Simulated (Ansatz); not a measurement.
**BiB (4H polytype) (P6_3mc): a many-body input that goes wrong, and its mend**

What is wrong with this input for BiB (4H polytype) (P6_3mc)?

Method: G0W0 on PBE, plane waves, PAW, in Ansatz 0.2.0.

The structure was built from a prototype and need not be the compound's stable phase.

## (1) Set-up

The structure is hexagonal, space group P6_3mc (No. 186). The conventional cell has a = 3.896 Å, b = 3.896 Å, c = 12.760 Å, α = 90.00°, β = 90.00°, γ = 120.00°. Nearest to B lie 4 Bi at 2.38 to 2.39 Å. B has 4 Bi at 2.39 to 2.40 Å nearest. Nearest to Bi lie 4 B at 2.38 to 2.39 Å. Nearest to Bi lie 4 B at 2.39 to 2.40 Å. It derives from B1Bi1. Farther neighbours are not listed.

The structure was relaxed with PBE. The structure type comes from a generator and need not be one that this composition takes. The runs that relaxed it are not among those shown. Spin-orbit coupling is left out unless a step names it. The default PAW set here is soft_2. Its files were made with PBE.

## (2) First try

input.yaml reads:

```yaml
crystal:
  lattice:
    - [3.8956272968, 0.0, 0.0]
    - [-1.9478136484, 3.3737122027, 0.0]
    - [0.0, 0.0, 12.7602919113]
  atoms:
    - { symbol: B, position: [0.0, 0.0, 0.0004571309] }
    - { symbol: B, position: [0.3333333333, 0.6666666667, 0.2494352804] }
    - { symbol: B, position: [0.0, 0.0, 0.5004571309] }
    - { symbol: B, position: [0.6666666667, 0.3333333333, 0.7494352804] }
    - { symbol: Bi, position: [0.0, 0.0, 0.187221663] }
    - { symbol: Bi, position: [0.3333333333, 0.6666666667, 0.4378859257] }
    - { symbol: Bi, position: [0.0, 0.0, 0.687221663] }
    - { symbol: Bi, position: [0.6666666667, 0.3333333333, 0.9378859257] }
kpoints:
  mp_grid: { grid: [6, 6, 2] }
hamiltonian:
  xc: pbe
scf:
  occupations: { method: fixed }
gw:
  n_empty_bands: 176
  ecut_chi: 60
  qp_bands: [v2, c2]
  qp_kpoints: band_edges
  screening: { model: contour_deformation }
  plasmon_pole_fit_frequency: 20
```

Started as:

```sh
ansatz run input.yaml --threads 8 --pin off --max-ram 17510MiB --backend cpu --events-out ev --progress --plain --runs-dir out
```

Numbers of over 12 decimals in the logs are rounded to 6 here.

The program printed:

```text
Error: inconsistent input (gw.plasmon_pole_fit_frequency, gw.screening.model): the fit frequency is the Godby–Needs plasmon-pole model's, and contour deformation fits no pole — remove gw.plasmon_pole_fit_frequency, or set gw.screening.model: godby_needs
```

The job ended after 0.02 s (8 threads of Arm Neoverse V2, shared host; peak memory 0.03 GiB).

**What went wrong?**

The input was rejected at the start.

The program's message: “Error: inconsistent input (gw.plasmon_pole_fit_frequency, gw.screening.model): the fit frequency is the Godby–Needs plasmon-pole model's, and contour deformation fits no pole — remove gw.plasmon_pole_ …”

The fault: fit frequency beside contour deformation. Contour deformation fits no pole, so the key has no meaning there.

## (3) A better input

G0W0 replaces the xc potential by the self-energy, built once from these orbitals. Only a window of levels is corrected, while the sums run over the empty bands that the input names.

Changes to input.yaml since step 2:

```diff
@@ -21,4 +21,4 @@
 gw:
-  n_empty_bands: 176
-  ecut_chi: 60
+  n_empty_bands: 232
+  ecut_chi: 72
   qp_bands: [v2, c2]
@@ -26,2 +26 @@
   screening: { model: contour_deformation }
-  plasmon_pole_fit_frequency: 20
```

The program printed:

```text
[...]
Crystal: 8 atoms, lattice volume = 167.705 Å³
Basis set: ecut = 420 eV, 3319 PW (Γ)
Bands: 44, of which v1, the nominal top of the filled ones, is band 36 counted from 1 (35 counted from 0)
Symmetry: 12 space group operations
[...]
k-points: 14 of 72
[...]
SCF iter   1: F=—  HF=-50203.414258 eV  |F-HF|=—  |Δ(HF+E_count)|=         —  Δρ=2.15e-3  dr2=1.03e-2  ethr=1.77e-3  ⟨swp⟩=5.1  Hψ=2265  notcnv=0  defer=77
[...]
SCF iter   7: F=-50203.414146 eV  HF=-50203.414146 eV  |F-HF|=1.97e-8  |Δ(HF+E_count)|=   1.86e-7  Δρ=3.33e-6  dr2=3.52e-8  ethr=1.39e-10  ⟨swp⟩=9.1  Hψ=2319  notcnv=0
SCF 1 converged in 7 iterations: F = -50203.414146 eV  dr2 = 3.52e-8
[...]
NSCF: frozen V_eff on 14 k-points
G₀W₀ screening: q 1/14
[... further progress lines ...]
SCF converged after 7 iterations
Free energy (F): -50203.414146 eV
[...]
Internal energy: -50203.414146 eV  (E = F + TS)
[...]
0    35     10.3929   -14.7611     0.6341   -14.1571  0.7390    10.4230    10.4231  root
     0    36     10.3929   -14.7611     0.6341   -14.1571  0.7390    10.4230    10.4231  root
     0    37     10.5808   -11.0170    -3.2682   -14.5934  0.7405    10.8973    10.8891  root
     0    38     10.6243   -11.9411    -3.3491   -15.7021  0.7360    11.0534    11.0362  root
     1    35     10.0344   -14.7608     0.7838   -13.9753  0.7408    10.0327    10.0327  root
     1    36     10.0344   -14.7608     0.7838   -13.9753  0.7408    10.0327    10.0327  root
     1    37     10.6925   -10.3097    -3.4366   -14.0337  0.7420    10.9865    10.9800  root
     1    38     10.6925   -10.3097    -3.4366   -14.0337  0.7420    10.9865    10.9800  root
[...]
13    35      7.6884   -14.8741     1.8073   -12.8922  0.7216     7.5108     7.5138  root
    13    36      7.6884   -14.8741     1.8073   -12.8922  0.7216     7.5108     7.5138  root
    13    37     11.9053    -7.8678    -3.8288   -11.8182  0.7482    12.0280    12.0270  root
    13    38     11.9053    -7.8678    -3.8288   -11.8182  0.7482    12.0280    12.0270  root
[key lines of the parts left out:]
Fermi energy:    10.392892 eV
```

Elapsed: 1.8 min, on 8 threads; peak memory 2.7 GiB.

This step gave:

```
bands summed                                 : 268
RPA ε∞ on this mesh (eigenvalues)            : 103.8, 284.0, 284.0
plane waves in the screening matrix          : 227
q-points in the mesh                         : 72
G0W0 gap on the mesh                         : 0.4660 eV
k of the valence top                         : 0, 0, 0
k of the conduction bottom                   : 0, 0, 0
starting gap on the mesh                     : 0.1879 eV
Z at the valence top                         : 0.7390
Z at the conduction bottom                   : 0.7405
least direct G0W0 gap on the computed points : 0.4660 eV
```

The gap on the mesh goes from 0.19 eV to 0.47 eV, a correction of +0.28 eV. Between the two edge states, bare exchange in place of the xc potential would open the gap by 4.18 eV, and correlation takes back 3.90 eV.

## (4) What came out

| Item | Value |
| --- | --- |
| first try | refused after 0.02 s |
| better run | G0W0 gap on the mesh 0.47 eV (6×6×2 mesh, 232 empty bands, screening to 72 eV) |

**Reading.** The second run differs in: empty bands, screening cutoff (eV) and plasmon pole fit frequency. Bands and cutoff are finite, so the gap is not at the basis limit. The miss can reach some tenths of an eV and take either sign; the mesh is an error of its own. The 6×6×2 mesh is coarse for this cell (its supercell is 23 Å along the shortest edge). The RPA ε∞ on it, from the PBE start, is 103.83 and 283.97; such meshes misread the long-range screening, most where the gap is narrow. Where an edge is built on 6p states of lead, bismuth or thallium, scalar-relativistic gaps usually stand too wide, by a few tenths to over one eV. With atoms this heavy and so narrow a gap, spin-orbit coupling can invert the bands. These scalar-relativistic gaps are then model values, not to be set against experiment, and a spin-orbit change taken from DFT can't simply be added. On this mesh the RPA ε∞ passes 90, more than nearly any semiconductor shows; a coarse mesh does this where one point with a narrow direct gap carries much weight. The screening is then too strong, and the G0W0 gap should not be taken as the material's.

[Paths, hosts, dates, memory and timing lines, banners, echoed tables and standing remarks are left out of the program output.]

[Logs are printed without paths, hosts, clocks, repeated set-up lines and the standing remarks that a program may print on its own settings, such as how far it seeks lower states.]

[Runs of the session that timed out or met a known fault of the program may be left out.]

[Cells called generated may have been cut or substituted from an entry of the Crystallography Open Database or the Materials Project.]

[Hosts, paths, dates, database ids (printed as entryN), source tags and the programs' standing remarks are cut or masked in the printed files.]
